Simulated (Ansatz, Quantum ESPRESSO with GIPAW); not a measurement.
## Shieldings and field gradients in K3YV2O8

Wanted: NMR shieldings and quadrupolar couplings for each site of K3YV2O8.

Main program and level: Quantum ESPRESSO with GIPAW 8.0dev (patched build); DFT, PBEsol, plane-wave PAW (pslibrary 1.0.0 recipes), scalar-relativistic, GIPAW; a patched development version of the program.

**1. The structure**

The structure is trigonal, space group P-3m1 (No. 164). The conventional cell has a = 5.889 Å, b = 5.889 Å, c = 7.630 Å, α = 90.00°, β = 90.00°, γ = 120.00°. Nearest to Y lie 6 O at 2.23 Å. Nearest to V lie 4 O at 1.66 to 1.74 Å. K has 6 O at 3.03 Å nearest. Nearest to K lie 10 O at 2.56 to 3.24 Å. O has 1 V at 1.74 Å and 1 Y at 2.23 Å and 4 K at 2.95 to 3.24 Å nearest. O has 1 V at 1.66 Å and 1 K at 2.56 Å nearest. Farther neighbours and most contacts between anions are not listed.

As a file:

```cif
data_structure
_symmetry_space_group_name_H-M 'P 1'
_symmetry_Int_Tables_number 1
_cell_length_a 5.8889
_cell_length_b 5.8889
_cell_length_c 7.6295
_cell_angle_alpha 90.000
_cell_angle_beta 90.000
_cell_angle_gamma 120.000
_cell_volume 229.14
loop_
_atom_site_label
_atom_site_type_symbol
_atom_site_fract_x
_atom_site_fract_y
_atom_site_fract_z
_atom_site_occupancy
Y1 Y 0.00000 0.00000 0.50000 1
V2 V 0.33333 0.66667 0.24177 1
V3 V 0.66667 0.33333 0.75823 1
K4 K 0.00000 0.00000 0.00000 1
K5 K 0.33333 0.66667 0.68953 1
K6 K 0.66667 0.33333 0.31047 1
O7 O 0.65251 0.82625 0.32213 1
O8 O 0.17375 0.82625 0.32213 1
O9 O 0.17375 0.34749 0.32213 1
O10 O 0.82625 0.65251 0.67787 1
O11 O 0.82625 0.17375 0.67787 1
O12 O 0.34749 0.17375 0.67787 1
O13 O 0.33333 0.66667 0.02474 1
O14 O 0.66667 0.33333 0.97526 1
```

The cell is an entry of the Crystallography Open Database; it need not be the form that is stable at ambient conditions.

This structure had its atoms relaxed beforehand (DFT, PBEsol, plane-wave PAW (pslibrary 1.0.0 recipes), Quantum ESPRESSO with GIPAW), starting from the database entry, since shieldings follow bond lengths closely.

**2. The SCF step**

GIPAW is a response on top of the ground state, so the wavefunctions come first. Their errors pass straight into the induced current, hence the tight threshold. No empty states are asked for: the response is solved without them. The mesh has a spacing of 0.31 Å⁻¹ at most. The PAW files were made with ld1.x from the pslibrary 1.0.0 recipes, with GIPAW reconstruction switched on.

Input file run_scf.py:

```python
from ase import Atoms
from ase.calculators.espresso import Espresso, EspressoProfile

atoms = Atoms(
    ['Y', 'V', 'V', 'K', 'K', 'K', 'O', 'O', 'O', 'O', 'O', 'O', 'O', 'O'],
    cell=[
        [5.88890000, 0.00000000, 0.00000000],
        [-2.94445000, 5.09993700, 0.00000000],
        [0.00000000, 0.00000000, 7.62950000],
    ],
    scaled_positions=[
        [0.00000000, -0.00000000, 0.50000000],
        [0.33333333, 0.66666667, 0.24177329],
        [0.66666667, 0.33333333, 0.75822671],
        [-0.00000000, 0.00000000, 0.00000000],
        [0.33333333, 0.66666667, 0.68953052],
        [0.66666667, 0.33333333, 0.31046948],
        [0.65250967, 0.82625484, 0.32212890],
        [0.17374516, 0.82625484, 0.32212890],
        [0.17374516, 0.34749033, 0.32212890],
        [0.82625484, 0.65250967, 0.67787110],
        [0.82625484, 0.17374516, 0.67787110],
        [0.34749033, 0.17374516, 0.67787110],
        [0.33333333, 0.66666667, 0.02474158],
        [0.66666667, 0.33333333, 0.97525842],
    ],
    pbc=True,
)
atoms.calc = Espresso(
    profile=EspressoProfile(command='mpirun -np 4 pw.x -nk 4', pseudo_dir='./'),
    pseudopotentials={
        'Y': 'Y.pbesol-spn-kjpaw_psl.1.0.0-gipaw.UPF',
        'V': 'V.pbesol-spnl-kjpaw_psl.1.0.0-gipaw.UPF',
        'K': 'K.pbesol-spn-kjpaw_psl.1.0.0-gipaw.UPF',
        'O': 'O.pbesol-n-kjpaw_psl.1.0.0-gipaw.UPF',
    },
    input_data={
        'control': {'calculation': 'scf', 'prefix': 'x', 'outdir': './tmp/'},
        'system': {'ecutwfc': 55, 'ecutrho': 650, 'nbnd': 56},
        'electrons': {'conv_thr': 1.0e-10, 'mixing_beta': 0.7, 'electron_maxstep': 100},
    },
    kpts=(4, 4, 3),
    koffset=(0, 0, 0),
)
print('energy', atoms.get_potential_energy(), 'eV')
```

ASE writes espresso.pwi from it and starts pw.x, whose log goes to espresso.pwo.

On the command line:

```console
> python run_scf.py
```

What it wrote:

```text
Warning: card &CELL ignored
Warning: card &FCP ignored
Warning: card &RISM ignored

     using ibrav=0 with symmetry is DISCOURAGED, use correct ibrav instead

     bravais-lattice index     =            0
     lattice parameter (alat)  =      11.1284  a.u.
     unit-cell volume          =    1546.2926 (a.u.)^3
     number of atoms/cell      =           14
     number of atomic types    =            4
     number of electrons       =       112.00
     number of Kohn-Sham states=           56
     kinetic-energy cutoff     =      55.0000  Ry
     charge density cutoff     =     650.0000  Ry
     scf convergence threshold =      1.0E-10
     mixing beta               =       0.7000
     number of iterations used =            8  plain     mixing
     Exchange-correlation= SLA-PW-PSX-PSC
                           (   1   4  10   8   0   0   0)
[...]
Y                11.00    88.90584     Y ( 1.00)
     V                13.00    50.94150     V ( 1.00)
     K                 9.00    39.09830     K ( 1.00)
     O                 6.00    15.99900     O ( 1.00)

     12 Sym. Ops., with inversion, found
[...]
number of k points=     9
[...]
Dense  grid:   432687 G-vectors     FFT dimensions: (  96,  96, 120)

     Smooth grid:    85275 G-vectors     FFT dimensions: (  54,  54,  72)

     Initial potential from superposition of free atoms

     starting charge     111.9388, renormalised to     112.0000
     Starting wfcs are   89 randomized atomic wfcs

     Self-consistent Calculation

     iteration #  1     ecut=    55.00 Ry     beta= 0.70
     Davidson diagonalization with overlap
     ethr =  1.00E-02,  avg # of iterations =  1.0

     negative rho (up, down):  3.721E-05 0.000E+00

     total energy              =   -1363.69262746 Ry
     estimated scf accuracy    <       5.91154507 Ry

     iteration #  2     ecut=    55.00 Ry     beta= 0.70
     Davidson diagonalization with overlap
     ethr =  5.28E-03,  avg # of iterations = 13.1

     negative rho (up, down):  2.310E-06 0.000E+00

     total energy              =   -1358.75959869 Ry
     estimated scf accuracy    <      74.53009682 Ry

     iteration #  3     ecut=    55.00 Ry     beta= 0.70
     Davidson diagonalization with overlap
     ethr =  5.28E-03,  avg # of iterations = 12.7

     total energy              =   -1366.72527728 Ry
     estimated scf accuracy    <       1.81505366 Ry

[...]
negative rho (up, down):  6.939E-05 0.000E+00

[...]
c_bands:  1 eigenvalues not converged
     c_bands: 1 eigenvalues not converged on the other pools
[...]
total energy              =   -1367.52810837 Ry
[...]
iteration # 60     ecut=    55.00 Ry     beta= 0.70
     Davidson diagonalization with overlap
     ethr =  1.71E-13,  avg # of iterations =  2.3

     negative rho (up, down):  1.045E-04 0.000E+00

     total energy              =   -1367.52810837 Ry
     estimated scf accuracy    <          1.2E-09 Ry

     iteration # 61     ecut=    55.00 Ry     beta= 0.70
     Davidson diagonalization with overlap
     ethr =  1.71E-13,  avg # of iterations =  8.0

     negative rho (up, down):  1.045E-04 0.000E+00

     End of self-consistent calculation
     [one-electron energies left out]

!    total energy              =   -1367.52810837 Ry
     total all-electron energy =    -15369.690481 Ry
     estimated scf accuracy    <          2.1E-11 Ry

     The total energy is the sum of the following terms:
     one-electron contribution =    -416.24726512 Ry
     hartree contribution      =     257.10016433 Ry
     xc contribution           =    -150.28210516 Ry
     ewald contribution        =    -489.83680864 Ry
     one-center paw contrib.   =    -568.26209379 Ry

     convergence has been achieved in  61 iterations
[...]
JOB DONE.
```

The job ended after 9.6 min (4 MPI ranks of Arm Neoverse V1, shared host; peak memory 2.5 GiB).

It converged in 61 cycles to an estimated accuracy of 2e-11 Ry, on 9 irreducible k-points.

**3. GIPAW: job nmr**

A uniform field breaks periodicity, so gipaw.x applies it as a wave of small q and takes the limit. It solves for the first-order states, builds the induced current and gets the field at each nucleus by Biot–Savart; the PAW spheres add what the smooth waves miss near the nuclei. pawproj makes the reconstruction use the PAW data sets' own projectors.

Input file nmr.in:

```
&inputgipaw
  job = 'nmr'
  prefix = 'x'
  tmp_dir = './tmp/'
  restart_mode = 'from_scratch'
  verbosity = 'low'
  q_gipaw = 0.01
  spline_ps = .true.
  conv_threshold = 1.0d-11
  use_nmr_macroscopic_shape = .false.
  pawproj(1) = .true.
  pawproj(2) = .true.
  pawproj(3) = .true.
  pawproj(4) = .true.
/
```

On the command line:

```console
> mpirun -np 4 gipaw.x -in nmr.in > nmr.out
```

What it wrote:

```text
[banner, memory and clock lines left out]
[a note of our patched build left out]

     Parallelizing q-star over 1 images

     IMPORTANT: XC functional enforced from input :
     Exchange-correlation= PBESOL
                           (   1   4  10   8   0   0   0)
     Any further DFT definition will be discarded
     Please, verify this is what you really want

     negative rho (up, down):  1.045E-04 0.000E+00
[...]
projs nearly linearly dependent: l=0  n1,n2= 1, 2  s=  0.99281050
[...]
projs nearly linearly dependent: l=0  n1,n2= 1, 2  s=  0.99583929
[...]
WARNING: some symmetry operations do not permute x, y and z, so the susceptibility and the shape term are
     wrong: all shieldings move alike (in wurtzite BN nosym gave 13 and 6 ppm more at 3 and 6 points an axis).
     Run pw.x with nosym, and raise the mesh until the susceptibility stays

     alpha_pv=    126.2021 eV

     spline_ps is .false., expect some extrapolation errors

     q-space interpolation up to    66.00 Rydberg

     GIPAW job: nmr
     NMR macroscopic correction: no
[...]
Computing the magnetic susceptibility     isolve=0    ethr=  0.1000E-10
     Starting from scratch
     k-point #    1 of     9      pool #  1    cpu time:       4.5
[...]
End of magnetic susceptibility calculation

     f-sum rule (1st term):
          -110.9725          0.0000          0.0000
             0.0000       -110.9725          0.0000
             0.0000          0.0000       -110.6488

     f-sum rule (2nd term):
            -2.6239         -0.0000          0.0000
            -0.0000         -2.6239         -0.0000
             0.0000         -0.0000         -2.9464

     f-sum rule (should be  -113.5862):
          -113.5964          0.0000          0.0000
             0.0000       -113.5964         -0.0000
             0.0000         -0.0000       -113.5952

[... susceptibilities left out ...]
     Contributions to the NMR chemical shifts: -------------------------------

     Macroscopic shape contribution in ppm:                    0.00
             0.0000          0.0000          0.0000
             0.0000          0.0000          0.0000
             0.0000          0.0000          0.0000

     Core contribution in ppm:

     Atom  1  Y   pos: (  0.000000  0.000000  0.647787)  core sigma:        3553.05
     Atom  2  V   pos: ( -0.000000  0.577350  0.313235)  core sigma:        1480.74
     Atom  3  V   pos: (  0.500000  0.288675  0.982338)  core sigma:        1480.74
     Atom  4  K   pos: (  0.000000  0.000000  0.000000)  core sigma:        1192.38
     Atom  5  K   pos: ( -0.000000  0.577350  0.893337)  core sigma:        1192.38
     Atom  6  K   pos: (  0.500000  0.288675  0.402236)  core sigma:        1192.38
     Atom  7  O   pos: (  0.239382  0.715558  0.417342)  core sigma:         270.50
     Atom  8  O   pos: ( -0.239382  0.715558  0.417342)  core sigma:         270.50
     Atom  9  O   pos: ( -0.000000  0.300935  0.417342)  core sigma:         270.50
     Atom 10  O   pos: (  0.500000  0.565090  0.878232)  core sigma:         270.50
     Atom 11  O   pos: (  0.739382  0.150468  0.878232)  core sigma:         270.50
     Atom 12  O   pos: (  0.260618  0.150468  0.878232)  core sigma:         270.50
     Atom 13  O   pos: ( -0.000000  0.577350  0.032055)  core sigma:         270.50
     Atom 14  O   pos: (  0.500000  0.288675  1.263519)  core sigma:         270.50

     Bare contribution in ppm:

     Atom  1  Y   pos: (  0.000000  0.000000  0.647787)  bare sigma:          71.23
[...]
Atom  2  V   pos: ( -0.000000  0.577350  0.313235)  bare sigma:        -345.19
[...]
Atom  3  V   pos: (  0.500000  0.288675  0.982338)  bare sigma:        -345.19
[...]
Atom  4  K   pos: (  0.000000  0.000000  0.000000)  bare sigma:         130.96
[...]
Atom  5  K   pos: ( -0.000000  0.577350  0.893337)  bare sigma:         122.20
[...]
Atom  6  K   pos: (  0.500000  0.288675  0.402236)  bare sigma:         122.20
[...]
Atom  7  O   pos: (  0.239382  0.715558  0.417342)  bare sigma:         -83.06
[...]
Atom  8  O   pos: ( -0.239382  0.715558  0.417342)  bare sigma:         -83.06
[...]
Atom  9  O   pos: ( -0.000000  0.300935  0.417342)  bare sigma:         -83.06
[...]
Atom 10  O   pos: (  0.500000  0.565090  0.878232)  bare sigma:         -83.06
[...]
Atom 11  O   pos: (  0.739382  0.150468  0.878232)  bare sigma:         -83.06
[...]
Atom 12  O   pos: (  0.260618  0.150468  0.878232)  bare sigma:         -83.06
[...]
Atom 13  O   pos: ( -0.000000  0.577350  0.032055)  bare sigma:        -161.22
[...]
Atom 14  O   pos: (  0.500000  0.288675  1.263519)  bare sigma:        -161.22
[...]
Diamagnetic contribution in ppm:

     Atom  1  Y   pos: (  0.000000  0.000000  0.647787)  dia sigma:         -28.29
[...]
Atom  2  V   pos: ( -0.000000  0.577350  0.313235)  dia sigma:          20.23
[...]
Atom 13  O   pos: ( -0.000000  0.577350  0.032055)  para sigma:        -359.73
[...]
Atom 14  O   pos: (  0.500000  0.288675  1.263519)  para sigma:        -359.73
[...]
Paramagnetic US occ-occ contribution in ppm:

     Atom  1  Y   pos: (  0.000000  0.000000  0.647787)  para_oo sigma:         -12.78
[...]
Atom  2  V   pos: ( -0.000000  0.577350  0.313235)  para_oo sigma:         -13.29
[...]
Atom  3  V   pos: (  0.500000  0.288675  0.982338)  para_oo sigma:         -13.29
[...]
Atom  4  K   pos: (  0.000000  0.000000  0.000000)  para_oo sigma:          -0.58
[...]
Atom  5  K   pos: ( -0.000000  0.577350  0.893337)  para_oo sigma:          -0.67
[...]
Atom  6  K   pos: (  0.500000  0.288675  0.402236)  para_oo sigma:          -0.67
[...]
Atom  7  O   pos: (  0.239382  0.715558  0.417342)  para_oo sigma:           3.93
[...]
Atom  8  O   pos: ( -0.239382  0.715558  0.417342)  para_oo sigma:           3.93
[...]
Atom  9  O   pos: ( -0.000000  0.300935  0.417342)  para_oo sigma:           3.93
[...]
Atom 10  O   pos: (  0.500000  0.565090  0.878232)  para_oo sigma:           3.93
[...]
Atom 11  O   pos: (  0.739382  0.150468  0.878232)  para_oo sigma:           3.93
[...]
Atom 12  O   pos: (  0.260618  0.150468  0.878232)  para_oo sigma:           3.93
[...]
Atom 13  O   pos: ( -0.000000  0.577350  0.032055)  para_oo sigma:           5.02
[...]
Atom 14  O   pos: (  0.500000  0.288675  1.263519)  para_oo sigma:           5.02
[...]
Paramagnetic US L_R Q_R contribution in ppm:

     Atom  1  Y   pos: (  0.000000  0.000000  0.647787)  para_lq sigma:         966.85
[...]
Atom  2  V   pos: ( -0.000000  0.577350  0.313235)  para_lq sigma:       -1132.61
[...]
Atom  3  V   pos: (  0.500000  0.288675  0.982338)  para_lq sigma:       -1132.61
[...]
Atom  4  K   pos: (  0.000000  0.000000  0.000000)  para_lq sigma:         106.50
[...]
Atom  5  K   pos: ( -0.000000  0.577350  0.893337)  para_lq sigma:         106.24
[...]
Atom  6  K   pos: (  0.500000  0.288675  0.402236)  para_lq sigma:         106.24
[...]
Atom  7  O   pos: (  0.239382  0.715558  0.417342)  para_lq sigma:        -261.25
[...]
Atom  8  O   pos: ( -0.239382  0.715558  0.417342)  para_lq sigma:        -261.25
[...]
Atom  9  O   pos: ( -0.000000  0.300935  0.417342)  para_lq sigma:        -261.25
[...]
Atom 10  O   pos: (  0.500000  0.565090  0.878232)  para_lq sigma:        -261.25
[...]
Atom 11  O   pos: (  0.739382  0.150468  0.878232)  para_lq sigma:        -261.25
[...]
Atom 12  O   pos: (  0.260618  0.150468  0.878232)  para_lq sigma:        -261.25
[...]
Atom 13  O   pos: ( -0.000000  0.577350  0.032055)  para_lq sigma:        -299.27
[...]
Atom 14  O   pos: (  0.500000  0.288675  1.263519)  para_lq sigma:        -299.27
[...]
Total NMR chemical shifts in ppm: ---------------------------------------
     (adopting the Simpson convention for anisotropy and asymmetry)-----------

     Atom  1  Y   pos: (  0.000000  0.000000  0.647787)  Total sigma:        2512.86
          2477.3672         -0.0000          0.0000
            -0.0000       2477.3672         -0.0000
             0.0000         -0.0000       2583.8543

     Y       1    anisotropy:    106.49    eta:    0.0000
[...]
Atom  2  V   pos: ( -0.000000  0.577350  0.313235)  Total sigma:       -1333.28
         -1381.5163          0.0000          0.0000
             0.0000      -1381.5163         -0.0000
             0.0000         -0.0000      -1236.8198

     V       2    anisotropy:    144.70    eta:    0.0000
[...]
Atom  3  V   pos: (  0.500000  0.288675  0.982338)  Total sigma:       -1333.28
[... its tensor is left out ...]
     Atom  4  K   pos: (  0.000000  0.000000  0.000000)  Total sigma:        1264.86
          1273.9755         -0.0000          0.0000
            -0.0000       1273.9755         -0.0000
            -0.0000         -0.0000       1246.6259

     K       4    anisotropy:    -27.35    eta:    0.0000
[...]
Atom  5  K   pos: ( -0.000000  0.577350  0.893337)  Total sigma:        1179.44
          1162.7662         -0.0000         -0.0000
            -0.0000       1162.7662          0.0000
             0.0000         -0.0000       1212.7847

     K       5    anisotropy:     50.02    eta:    0.0000
[...]
Atom  6  K   pos: (  0.500000  0.288675  0.402236)  Total sigma:        1179.44
[... its tensor is left out ...]
     Atom  7  O   pos: (  0.239382  0.715558  0.417342)  Total sigma:        -267.38
          -112.0818        115.0029        181.0220
           115.0029       -244.8757        104.5131
           202.3355        116.8185       -445.1916

     O       7    anisotropy:    480.13    eta:    0.7258
[...]
Atom  8  O   pos: ( -0.239382  0.715558  0.417342)  Total sigma:        -267.38
[... its tensor is left out ...]
     Atom  9  O   pos: ( -0.000000  0.300935  0.417342)  Total sigma:        -267.38
[... its tensor is left out ...]
     Atom 10  O   pos: (  0.500000  0.565090  0.878232)  Total sigma:        -267.38
[... its tensor is left out ...]
     Atom 11  O   pos: (  0.739382  0.150468  0.878232)  Total sigma:        -267.38
[... its tensor is left out ...]
     Atom 12  O   pos: (  0.260618  0.150468  0.878232)  Total sigma:        -267.38
[... its tensor is left out ...]
     Atom 13  O   pos: ( -0.000000  0.577350  0.032055)  Total sigma:        -527.77
          -798.9497         -0.0000          0.0000
            -0.0000       -798.9497         -0.0000
             0.0000         -0.0000         14.5924

     O      13    anisotropy:    813.54    eta:    0.0000
[...]
Atom 14  O   pos: (  0.500000  0.288675  1.263519)  Total sigma:        -527.77
[... its tensor is left out ...]
```

It took 37 min on 4 MPI ranks; peak memory 1.6 GiB; 2.4 h of CPU time.

The f-sum rule is met to 0.010 of 113.6 (0.009 %). Converged shieldings require that this miss be small, but a small miss does not prove them. gipaw.x warns that with these symmetry operations the susceptibility and the shape term are unreliable; the other terms are not touched.

From the symmetric part of each tensor, with principal values σ11 ≤ σ22 ≤ σ33: σ_iso is their mean, the span is σ33 − σ11 and the skew 3(σ_iso − σ22)/span. (gipaw.x prints an anisotropy in another convention.)

| site | atom no. | atoms in cell | σ_iso (ppm) | span (ppm) | skew |
| --- | --- | --- | --- | --- | --- |
| Y | 1 | 1 | 2512.9 | 106.5 | 1.00 |
| V | 2 | 2 | -1333 | 145 | 1.00 |
| K(1) | 4 | 1 | 1264.9 | 27.3 | -1.00 |
| K(2) | 5 | 2 | 1179.4 | 50.0 | 1.00 |
| O(1) | 7 | 6 | -267.4 | 596.3 | 0.22 |
| O(2) | 13 | 2 | -527.8 | 813.5 | 1.00 |

The macroscopic shape term is switched off. For a spherical sample the valence susceptibility of this run would add about 5 ppm to every site, a rough estimate, since the susceptibility converges slowly and lacks part of the PAW terms, above all in hexagonal and trigonal cells. Differences within the crystal don't depend on it, but shieldings of different compounds can't be compared to better than a few ppm without it.

An axis of order three or more runs through Y, V, K(1), K(2) and O(2), so two principal values coincide and the skew is ±1. In this run the largest span is that of O(2) (site symmetry 3m), with principal values -799.0, -799.0 and 14.6 ppm. On O(1) the most shielded direction lies 3° off its short bond to V. On O(2) the most shielded direction lies along its short bond to V: a field along the bond can't mix the bonding orbital with those across it, so the paramagnetic term is smallest there.

How the isotropic values are made up (ppm). The core part is that of the free atom's core; bare is the current of the smooth valence states; the last two are what the PAW spheres add to the diamagnetic and the paramagnetic current:

| site | core | bare | reconstruction, dia | reconstruction, para |
| --- | --- | --- | --- | --- |
| Y | 3553.1 | 71.2 | -28.3 | -1083.1 |
| V | 1480.7 | -345.2 | 20.2 | -2489.1 |
| K(1) | 1192.4 | 131.0 | -3.5 | -55.0 |
| K(2) | 1192.4 | 122.2 | -3.5 | -131.6 |
| O(1) | 270.5 | -83.1 | 17.3 | -472.2 |
| O(2) | 270.5 | -161.2 | 16.9 | -654.0 |

[end of part 1 of 2]

[Banner, clock, file and message-heading lines were taken out of the pw.x and gipaw.x logs.]

[Logs are printed without paths, hosts, clocks, repeated set-up lines and the standing remarks that a program may print on its own settings, such as how far it seeks lower states.]

[Hosts, paths, dates, database ids (printed as entryN), source tags and the programs' standing remarks are cut or masked in the printed files.]

[Where no reference line passes its bar on scatter, no shift is given, so a measured shift of this compound may stand uncompared.]
